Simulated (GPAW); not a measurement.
# LiHF2 (R-3m): G0W0 with GPAW, start to end, part 2 of 2

How does a plane-wave GW calculation on LiHF2 (R-3m) run from the first input to the gap?

GPAW 26.7.0; LDA and many-body steps on it, plane waves. Known limits of the many-body steps: not at the basis limit.

So far. Step 3 (Bands along the symmetry lines): The gap is 8.056 eV, +0.001 eV from the run before at this level. Step 4 (Empty states on the mesh, 6×6×6 mesh, 48 bands): On this mesh the gap is 8.056 eV.

## 5. Screening and self-energy, 6×6×6 mesh, 38 bands, screening to 65 eV

Now the one-shot GW correction: screening in the RPA, then the self-energy of the levels asked for.

This step: G0W0 on LDA, plane waves, PAW.

Contents of run.py:

```python
import json
import numpy as np
from gpaw.mpi import world
from gpaw.response.g0w0 import G0W0

gw = G0W0('full.gpw',
    filename='gw',
    kpts=[0, 31],
    bands=(6, 10),
    ecut=65,
    nbands=38,
    integrate_gamma='WS',
    ppa=True)
gw.calculate()
res = {mode: {k: v for k, v in r.items() if k != 'sigma_eskwn'}
       for mode, r in gw.all_results.items()}

if world.rank == 0:
    with open('result.json', 'w') as f:
        json.dump(res, f, default=lambda x: x.tolist())
```

Started as:

```console
$ mpirun -n 4 gpaw python run.py
```

Numbers of over 12 decimals in the logs are rounded to 6 here.

Output:

```text
Using integrator: PointIntegrator
FrequencyGridDescriptor(from 0.000+0.000j to 0.000+27.211j eV, 2 points)
Nonperiodic BCs:  [False False False]
Using integrator: PointIntegrator
FrequencyGridDescriptor(from 0.000+0.000j to 0.000+27.211j eV, 2 points)
Nonperiodic BCs:  [False False False]
  ___  _ _ _
 |   || | | |
 | | || | | |
 |__ ||_____|
 |___|

BZ k-points: Symmetries present (total): 12

  [... matrices ...]
216 k-points: 6 x 6 x 6 Monkhorst-Pack grid + [1/12,1/12,1/12]
32 k-points in the irreducible part of the Brillouin zone
       k-points in crystal coordinates                weights
   0:     0.00000000    0.00000000    0.00000000          1/216
   1:     0.16666667    0.00000000   -0.16666667          6/216
   2:     0.16666667    0.00000000    0.00000000          6/216
   3:     0.16666667    0.16666667   -0.16666667          6/216
   4:     0.16666667    0.16666667    0.00000000          6/216
   5:     0.16666667    0.16666667    0.16666667          2/216
   6:     0.33333333   -0.16666667   -0.16666667          6/216
   7:     0.33333333    0.00000000   -0.33333333          6/216
   8:     0.33333333    0.00000000   -0.16666667         12/216
   9:     0.33333333    0.00000000    0.00000000          6/216
          ...
  31:     0.50000000    0.50000000    0.50000000          1/216

Distributing spins, k-points and bands (1 x 2 x 4) over 4 processes
Number of blocks: 1

Quasi particle states:
k-points (IBZ indices): [0, 31]
Band range: (6, 10)
  [... matrices ...]
Computational parameters:
Plane wave cut-off: 65 eV
Number of bands: 38
Coulomb cutoff: None
Broadening: 0.1 eV

fxc modes: GW
Kernel: RPA
Using Godby-Needs plasmon-pole approximation:
  Fitting energy: i*E0, E0 = 1.000 Hartree
Summing all q:

Calculating screened Coulomb potential
No Coulomb truncation
FrequencyGridDescriptor(from 0.000+0.000j to 0.000+27.211j eV, 2 points)
Removing empty qpoint cache files...

Calculating chi0 body with:
    Ground state adapter containing:
    Number of spins: 1
    Number of kpoints: 216
    Number of irreducible kpoints: 32
    Number of completely occupied states: 8
    Number of partially occupied states: 8
    Occupied states memory: 2.402710 M / cpu

    Linear response parametrization:
    q_c: [1.3877787807814457e-17, 1.3877787807814457e-17, 1.3877787807814457e-17]
    Number of frequency points: 2
    Planewave cutoff: 65.0
    Number of bands: 38
    Number of planewaves: 29
    Broadening (eta): 1e-06
    comm.size: 4
    kncomm.size: 4
    blockcomm.size: 1

    Memory estimate of potentially large arrays:
        chi0_wGG: 0.025665 M / cpu
Integrating chi0 body.

Symmetries of q_c:
    Direct symmetries (Uq -> q): 12
    Indirect symmetries (TUq -> q): 0
In total 12 allowed symmetries.

  [... matrices ...]
32 groups of equivalent kpoints. 85.185185% reduction.

Integral kind: response function
Integrating chi0 head and wings.

Symmetries of q_c:
    Direct symmetries (Uq -> q): 12
    Indirect symmetries (TUq -> q): 0
In total 12 allowed symmetries.

  [... matrices ...]
32 groups of equivalent kpoints. 85.185185% reduction.

Integral kind: response function wings

Calculating chi0 body with:
    Ground state adapter containing:
    Number of spins: 1
    Number of kpoints: 216
    Number of irreducible kpoints: 32
    Number of completely occupied states: 8
    Number of partially occupied states: 8
[... the further q-points ...]

Results:
f:      Occupation numbers
eps:     KS-eigenvalues [eV]
vxc:     KS vxc [eV]
exx:     Exact exchange [eV]
sigma:   Self-energies [eV]
dsigma:  Self-energy derivatives
Z:       Renormalization factors
qp:      QP-energies [eV]

k-point 0 (0): (0.000, 0.000, 0.000)                GW
band       f     eps     vxc     exx   sigma  dsigma       Z      qp
                                                                   GW
   6   1.000  -2.623 -24.280 -32.080   4.732  -0.197   0.835  -5.186
   7   1.000  -2.623 -24.280 -32.080   4.732  -0.197   0.835  -5.186
   8   0.000   5.629 -11.871  -6.792  -2.672  -0.109   0.901   7.799
   9   0.000  10.319  -9.904  -4.081  -2.915  -0.108   0.903  12.943

k-point 1 (31): (0.500, 0.500, 0.500)                GW
band       f     eps     vxc     exx   sigma  dsigma       Z      qp
                                                                   GW
   6   1.000  -2.427 -24.504 -32.244   4.735  -0.196   0.836  -4.939
   7   1.000  -2.427 -24.504 -32.244   4.735  -0.196   0.836  -4.939
   8   0.000   6.522 -11.097  -5.857  -2.627  -0.110   0.901   8.876
   9   0.000   9.769 -13.478  -7.667  -2.879  -0.121   0.892  12.384
```

Run time: 2.4 min. Hardware: 4 MPI ranks of Arm Neoverse V1, shared host; peak memory 1.5 GiB; 9.6 min of CPU time.

This step gave:

```
G0W0 gap on the points computed              : 12.74 eV
least direct G0W0 gap on the computed points : 12.98 eV
Z at the valence top                         : 0.8360
Z at the conduction bottom                   : 0.9014
starting gap on the mesh                     : 8.056 eV
k of the valence top                         : 0.5, 0.5, 0.5
k of the conduction bottom                   : 0, 0, 0
```

The gap on the mesh goes from 8.06 eV to 12.74 eV, a correction of +4.68 eV.

Limits: finite bands, cutoff and mesh. v1 is the top filled band, c1 the lowest empty one. Levels before and after the correction, in eV, zero at the valence-band top of each column:

```tsv
	conduction bottom	valence top
Kohn-Sham	8.06	0.00
G0W0	12.74	0.00
```

```tsv
	level	energy (eV)
Kohn-Sham	Γ v2-v1	-0.196
Kohn-Sham	Γ c1	8.056
Kohn-Sham	Γ c2	12.746
Kohn-Sham	(0.5 0.5 0.5) v2-v1	0.000
Kohn-Sham	(0.5 0.5 0.5) c1	8.949
Kohn-Sham	(0.5 0.5 0.5) c2	12.196
G0W0	Γ v2-v1	-0.247
G0W0	Γ c1	12.738
G0W0	Γ c2	17.882
G0W0	(0.5 0.5 0.5) v2-v1	0.000
G0W0	(0.5 0.5 0.5) c1	13.815
G0W0	(0.5 0.5 0.5) c2	17.323
```

## 6. Where the time went

Times are wall times on 4 MPI ranks of Arm Neoverse V1, shared host, good to a factor of about two.

```tsv
step	time	share	memory (GiB)
ground state	23 s	11 %	0.72
bands along the symmetry lines	12 s	6 %	0.73
empty states on the mesh	23 s	12 %	0.75
screening and self-energy	2.4 min	71 %	1.5
```

## 7. Results

| Quantity | Value |
| --- | --- |
| LDA gap | 8.05 eV, indirect |
| G0W0 gap on the mesh | 12.74 eV |
| GW settings | 6×6×6 mesh, 38 bands, screening to 65 eV, Godby-Needs plasmon pole |
| known limits | not at the basis limit |

G0W0 moves the gap on the mesh from 8.06 eV to 12.74 eV (+4.68 eV), with Z of 0.84 and 0.90 at the edges. Only 2 of the mesh's irreducible points were corrected, so a valley elsewhere could overtake. The dearest step here is «screening and self-energy». Bands and cutoff are finite, so the gap is not at the basis limit. The miss can reach some tenths of an eV and take either sign; the mesh is an error of its own. These stock PAW sets were not made for GW. In the G0W0 run levels were corrected at 2 k points alone, so a gap called «on the mesh» is the least over those, and an edge elsewhere would be missed.

[Paths, hosts, dates, memory and timing lines, banners, echoed tables and standing remarks are left out of the program output.]

[Logs are printed without paths, hosts, clocks, repeated set-up lines and the standing remarks that a program may print on its own settings, such as how far it seeks lower states.]

[Runs of the session that timed out or met a known fault of the program may be left out.]

[Hosts, paths, dates, database ids (printed as entryN), source tags and the programs' standing remarks are cut or masked in the printed files.]
